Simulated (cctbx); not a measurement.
# Diagnosing a refinement

Cell a = 12.0770 Å, b = 7.4430 Å, c = 13.0840 Å, α = 90.00°, β = 90.00°, γ = 90.00°; space group Amm2 (no. 38). The compound is Eu14SnAs.

The data are simulated with cctbx, not measured: synchrotron X-rays, λ = 0.6889 Å, to d = 0.8 Å, 80 % of the full sphere, strongest reflection 40000 counts, noise from counting, a 1.5 % proportional error and a noise floor of 8 counts (s.d.); no absorption, and some extinction, which the refinements don't model.

An anisotropic refinement with weights 1/σ² prints:

```text
Rint 0.018, 1340 unique reflections to 0.80 A
cycle     R1     wR2    GooF  max shift (A)
   1  0.0259  0.0437   1.200   0.00657
   4  0.0234  0.0395   1.084   0.00010
final R1 0.0234 wR2 0.0395 GooF 1.084  parameters 49  data/parameter 27.3
atom        x        y        z      Ueq    occ   su(xyz)  su(Uiso or U11)
Eu1    0.25019  0.50000  0.67234   0.0093  1.000  0.00011  0.0004
Eu2    0.24996  0.00000  0.67338   0.0085  1.000  0.00011  0.0004
Eu3    0.25729  0.25062  0.91661   0.0081  1.000  0.00007  0.0002
Eu4    0.00000  0.74218  0.58140   0.0083  1.000  0.00021  0.0003
Eu5    0.50000  0.74576  0.58102   0.0207  1.000  0.00032  0.0004
Eu6    0.00000  0.50000  0.83410   0.0132  1.000  0.00015  0.0010
Eu7    0.00000  0.00000  0.83563   0.0140  1.000  0.00015  0.0011
Sn1    0.50000  0.50000  0.83276   0.0197  1.000  0.00026  0.0015
As1    0.50000  0.00000  0.83076   0.0085  1.000  0.00031  0.0019
Flack x: 0.86(5)
Hooft y: 0.915(52)  Bijvoet pairs: 627
difference map: max 1.29 min -1.29 rms 0.27
Q1    0.0000  0.0000  0.6248    2    1.29  2.00 A from Eu4
Q2    0.1359  0.0000  0.0574    4    1.11  2.04 A from Eu1
Q3    0.0000  0.1415  0.0595    4    1.08  0.80 A from Eu4
Q4    0.2247  0.0000  0.4519    4    1.05  1.95 A from Eu3
Q5    0.5000  0.1153  0.7836    4    1.05  1.06 A from As1
Q6    0.2627  0.0516  0.3636    8    1.04  1.63 A from Eu3
```

**Question.** Can this result stand? If not, what is the likely fault?

Mend it. The fault: the structure inverted. Against the right model at the same level, R1 goes from 0.0198 to 0.0234 and GooF from 0.92 to 1.08. Only the Bijvoet differences see the inversion, so R1 moves little while x goes to 1 − x. Flack x = 0.86 with s.u. 0.05: x is within 3 s.u. of 1: the model is inverted.

The compound is Eu14SnAs. The right model at the same level gives:

```text
Rint 0.018, 1340 unique reflections to 0.80 A
cycle     R1     wR2    GooF  max shift (A)
   1  0.0233  0.0395   1.084   0.01032
   7  0.0198  0.0336   0.923   0.00013
final R1 0.0198 wR2 0.0336 GooF 0.923  parameters 49  data/parameter 27.3
atom        x        y        z      Ueq    occ   su(xyz)  su(Uiso or U11)
Eu1    0.75036  0.50000  0.32761   0.0092  1.000  0.00009  0.0004
Eu2    0.74948  0.00000  0.32652   0.0083  1.000  0.00009  0.0004
Eu3    0.74269  0.74938  0.08332   0.0082  1.000  0.00006  0.0002
Eu4    0.00000  0.25337  0.41853   0.0093  1.000  0.00011  0.0002
Eu5    0.50000  0.25974  0.41885   0.0192  1.000  0.00012  0.0003
Eu6    0.00000  0.50000  0.16452   0.0129  1.000  0.00012  0.0009
Eu7    0.00000  0.00000  0.16551   0.0142  1.000  0.00012  0.0010
Sn1    0.50000  0.50000  0.16931   0.0203  1.000  0.00023  0.0013
As1    0.50000  0.00000  0.16684   0.0071  1.000  0.00028  0.0016
Flack x: 0.00(5)
Hooft y: 0.008(52)  Bijvoet pairs: 627
difference map: max 1.33 min -1.24 rms 0.26
Q1    0.3795  0.0000  0.9116    4    1.39  1.92 A from Eu1
Q2    0.5000  0.0000  0.8054    2    1.31  1.78 A from Sn1
Q3    0.3724  0.0937  0.4239    8    1.04  1.98 A from Eu5
Q4    0.3701  0.0000  0.1233    4    0.99  1.67 A from As1
Q5    0.1058  0.0871  0.9883    8    0.95  1.97 A from Eu4
Q6    0.1210  0.0000  0.4470    4    0.95  2.22 A from Eu2
```

The model is made up (kin elements in a known structure type, no relaxation), so it says nothing on whether the phase exists.

[Middle refinement cycles are left out of these outputs.]

[Logs are printed without paths, hosts, clocks, repeated set-up lines and the standing remarks that a program may print on its own settings, such as how far it seeks lower states.]
